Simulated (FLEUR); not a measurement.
**Fe3Ge: exchange couplings by hand from total energies**

Aim: get Heisenberg couplings of Fe3Ge from the energies of collinear orders, with pencil and paper, and test them on an order left out of the fit.

Program: FLEUR MaX-R8.1. Level of theory: LDA (VWN); all-electron FLAPW, Dirac cores, scalar-relativistic bands. Results are calculated unless marked as measured.

**1. The starting structure**

The structure is cubic, space group Pm-3m (No. 221). Conventional cell: a = 3.661 Å, b = 3.661 Å, c = 3.661 Å, α = 90.00°, β = 90.00°, γ = 90.00°. Nearest to Fe lie 4 Ge at 2.59 Å and 8 Fe at 2.59 Å. Nearest to Ge lie 12 Fe at 2.59 Å. Farther neighbours are not listed.

The cell comes from a database of computed structures and need not be the stable phase.

**2. The parallel order**

All energies count from this run.

inpgen writes inp.xml from crystal.txt; cutoffs, mixing, functional, smearing and local orbitals are then set in the file. The k list default-1 (kpts.xml, not shown) is a Γ-centred 8×8×8 mesh; where the ranks do not divide the number of points, some are split in two of half the weight.

Input file inp.xml:

```
<?xml version="1.0" encoding="UTF-8" standalone="no"?>
<fleurInput fleurInputVersion="0.39">
   <comment>
      Fe3Ge
   </comment>
   <calculationSetup>
      <cutoffs Kmax="3.6" Gmax="10.8" GmaxXC="10.8" numbands="0"/>
      <scfLoop itmax="90" minDistance="0.00002" maxIterBroyd="15" imix="Anderson" alpha="0.05" precondParam="0.0" spinf="2.0" sdNocoIR="T"/>
      <coreElectrons ctail="T" frcor="F" kcrel="0" coretail_lmax="0"/>
      <xcFunctional name="vwn" relativisticCorrections="F"/>
      <magnetism jspins="2"/>
      <soc l_soc="F" theta="0.0" phi="0.0" spav="F"/>
      <expertModes spex="0" secvar="F"/>
      <geometryOptimization l_f="F" forcealpha="1.0" forcemix="BFGS" epsdisp="0.00001" epsforce="0.00001"/>
      <ldaU l_linMix="F" mixParam="0.05" spinf="1.0"/>
   </calculationSetup>
   <cell>
      <bzIntegration valenceElectrons="62.0" mode="hist" fermiSmearingEnergy="0.00183747">
         <kPointListSelection listName="default-1"/>
         <xi:include xmlns:xi="http://www.w3.org/2001/XInclude" href="kpts.xml"> </xi:include>
      </bzIntegration>
      <xi:include xmlns:xi="http://www.w3.org/2001/XInclude" href="sym.xml"> </xi:include>
      <bulkLattice scale="1.0">
         <bravaisMatrix>
            <row-1>    6.9173434617558840     0.0000000000000000     0.0000000000000000</row-1>
            <row-2>    0.0000000000000000     6.9173434617558840     0.0000000000000000</row-2>
            <row-3>    0.0000000000000000     0.0000000000000000     6.9173434617558840</row-3>
         </bravaisMatrix>
      </bulkLattice>
   </cell>
   <atomSpecies>
      <species name="Iron (Fe) 2.800" element="Fe" atomicNumber="26">
         <mtSphere radius="2.38" gridPoints="787" logIncrement="0.016"/>
         <atomicCutoffs lmax="8" lnonsphr="6"/>
         <electronConfig flipSpins="F">
            <coreConfig>(1s1/2) (2s1/2) (2p1/2) (2p3/2)</coreConfig>
            <valenceConfig>(3s1/2) (3p1/2) (3p3/2) (4s1/2) (3d3/2) (3d5/2)</valenceConfig>
            <stateOccupation state="(3d3/2)" spinUp="1.4" spinDown="1.0"/>
            <stateOccupation state="(3d5/2)" spinUp="3.0" spinDown="0.6"/>
         </electronConfig>
         <energyParameters s="4" p="4" d="3" f="4"/>
         <lo type="SCLO" l="0" n="3" eDeriv="0"/>
         <lo type="SCLO" l="1" n="3" eDeriv="0"/>
      </species>
      <species name="Germanium (Ge)" element="Ge" atomicNumber="32">
         <mtSphere radius="2.38" gridPoints="787" logIncrement="0.016"/>
         <atomicCutoffs lmax="8" lnonsphr="6"/>
         <electronConfig flipSpins="F">
            <coreConfig>(1s1/2) (2s1/2) (2p1/2) (2p3/2) (3s1/2) (3p1/2) (3p3/2)</coreConfig>
            <valenceConfig>(4s1/2) (3d3/2) (3d5/2) (4p1/2) (4p3/2)</valenceConfig>
            <stateOccupation state="(4p1/2)" spinUp="0.333333" spinDown="0.333333"/>
            <stateOccupation state="(4p3/2)" spinUp="0.666667" spinDown="0.666667"/>
         </electronConfig>
         <energyParameters s="4" p="4" d="3" f="4"/>
      </species>
   </atomSpecies>
   <atomGroups>
      <atomGroup species="Iron (Fe) 2.800">
         <relPos label="                   1">.0000000000 1.000/2.000 1.000/2.000</relPos>
         <relPos label="                   2">1.000/2.000 1.000/2.000 .0000000000</relPos>
         <relPos label="                   3">1.000/2.000 .0000000000 1.000/2.000</relPos>
         <force calculate="T" relaxXYZ="TTT"/>
      </atomGroup>
      <atomGroup species="Germanium (Ge)">
         <relPos label="                   4">.0000000000 .0000000000 .0000000000</relPos>
         <force calculate="T" relaxXYZ="TTT"/>
      </atomGroup>
   </atomGroups>
   <output dos="F" band="F" slice="F">
      <bandDOS minEnergy="-.5*Htr" maxEnergy="0.5*Htr" sigma="0.015" storeEVData="T"/>
      <plotting iplot="0" polar="F">
         <plot TwoD="T" vec1="  1.0  0.0  0.0" vec2="  0.0  1.0  0.0" vec3="  0.0  0.0  1.0" zero="  0.0  0.0  0.0" file="plot"/>
      </plotting>
      <moessbauerParams electricFieldGradient="F" isomerShift="F" coreHyperfine="F" valenceHyperfine="F"/>
   </output>
</fleurInput>
```

Input file crystal.txt:

```
Fe3Ge
&input film=F cartesian=F /
3.66050052000  0.00000000000  0.00000000000
0.00000000000  3.66050052000  0.00000000000
0.00000000000  0.00000000000  3.66050052000
1.8897261246
1.0 1.0 1.0

4
26 0.00000000000  0.50000000000  0.50000000000 : 2.800
26 0.50000000000  0.50000000000  0.00000000000 : 2.800
26 0.50000000000  0.00000000000  0.50000000000 : 2.800
32 0.00000000000  0.00000000000  0.00000000000

&kpt div1=8 div2=8 div3=8 gamma=T /
```

Run with:

```
> OMP_NUM_THREADS=1 inpgen -f crystal.txt > inpgen.log  # inp.xml is then edited as shown
> OMP_NUM_THREADS=1 mpirun -n 4 fleur_MPI > fleur.log
```

Output:

```text
Welcome to FLEUR        (www.flapw.de)
      MaX-Release 8.1          (www.max-centre.eu)

 ========== k-point set info ==========
 Selected k-point list: default-1
 k-point list type: mesh
 0 x 0 x 0
 Number of k points: 36

 [... set-up left out ...]
 Iteration:     1   Distance:      13.69028116 me/bohr^3
 Iteration:     2   Distance:      13.09282453 me/bohr^3
 Iteration:     3   Distance:       8.07352231 me/bohr^3
 Iteration:     4   Distance:       4.28993253 me/bohr^3
 Iteration:     5   Distance:       3.42161395 me/bohr^3
[...]
<sumOfEigenvalues value="    -3403.0102363164">
               <coreElectrons value="-3359.3549713575"/>
               <valenceElectrons value="-43.6552649589"/>
            </sumOfEigenvalues>
         [... left out ...]
            <freeEnergy value="-5907.9671548249"/>
            <extrapolationTo0K value="-5907.9666451499"/>
         </totalEnergy>
         <densityConvergence units="me/bohr^3">
            <chargeDensity spin="1" distance="0.0000101881"/>
            <chargeDensity spin="2" distance="0.0000125528"/>
            <overallChargeDensity distance="0.0000141087"/>
            <spinDensity distance="0.0000179911"/>
         </densityConvergence>
      </iteration>
```

The job ended after 16 s (4 MPI ranks of Intel Xeon 6975P-C (Granite Rapids), shared host; peak memory 0.23 GiB; 62 s of CPU time).

Spin moment in the muffin-tin sphere by atom:

```tsv
atom	spin moment in the muffin-tin sphere (μB)
Fe1	2.18
Fe2	2.18
Fe3	2.18
Ge4	-0.12
```

Read from the output:

| Quantity | Value |
| --- | --- |
| free energy | -160763.9762 eV |
| program's band gap on this mesh (in a metal only a level spacing) | 0.003878 eV |
| magnetization | 6.386 μB |
| final state | ferromagnetic, with opposed induced moments |

After 22 cycles the largest moment stands at 2.18 μB.

**3. The orders used for the fit**

The other orders were run with the same settings, on meshes that hold the same points. Free energies are divided by the number of Fe atoms; q is in fractions of the reciprocal vectors of the first run's cell.

```tsv
order	atoms	mesh	free energy (eV)	eV per Fe	largest moment (μB)
F +++	4	8×8×8	-160763.9762	-53587.9921	2.18
AF q=(0,1/2,1/2) +-+-+-	8	8×4×8	-321527.2449	-53587.8741	2.07
```

**4. Counting neighbours**

With E = −Σ J e_i·e_j over ordered pairs of unit vectors, turning a neighbour from parallel to opposed costs 2J a Fe atom. So an order lies 2 Σ n J over the parallel one, n being the opposed neighbours in each shell.

```tsv
shell	distance (Å)	neighbours	opposed in AF q=(0,1/2,1/2) +-+-+-	opposed in AF q=(0,0,1/2) +-+--+
J1	2.59	8	4	5.33333
J2	3.66	6	4	2
```

Only J1 is kept.

**5. Solving**

```
2 × 4 × J1 = +117.9 meV    (AF q=(0,1/2,1/2) +-+-+-)
J1 = +14.74 meV
```

**6. The test**

The couplings now give the orders that were left out:

```
2 × 5.33333 × (+14.74) = +157.2 meV    (AF q=(0,0,1/2) +-+--+)
```

The runs themselves:

```tsv
order	atoms	mesh	free energy (eV)	eV per Fe	largest moment (μB)	over the parallel order (meV)	foretold (meV)
AF q=(0,0,1/2) +-+--+	8	8×8×4	-321526.9748	-53587.8291	2.00	+162.9	+157.2
```

**7. Mean-field temperature**

```
gain of F +++ over disorder = (8 − 2 × 0) × (+14.74) = 117.9 meV
T = 2 × 117.9 / (3 × 0.08617) = 912 K
```

**8. Summary of results**

```
effective coupling of the reversed pairs, counted on J1 (Fe–Fe at 2.59 Å) : 14.7 meV
largest miss on the orders left out                                       : 5.7 meV
mean-field ordering temperature                                           : 912 K
```

**Reading.** The model misses the order left out by 5.7 meV, 3.5 % of the largest distance from the parallel order, so it holds on this test. The largest moments of the orders differ by 8.4 % of the greatest. One difference fixes one number: it sums all reversed shells and need not be the coupling of the nearest one, even in sign. Mean field overstates the temperature of the model, and classical spins understate it for small quantum spins, by up to the factor (S+1)/S.

[Logs and program files are shortened in this print: banners, set-up blocks, solver, clock and traceback lines can be left out without a mark of their own.]

[Logs are printed without paths, hosts, clocks, repeated set-up lines and the standing remarks that a program may print on its own settings, such as how far it seeks lower states.]

[Hosts, paths, dates, database ids (printed as entryN), source tags and the programs' standing remarks are cut or masked in the printed files.]

[Where a cell is said to come from a database of computed structures, the database is the Materials Project.]
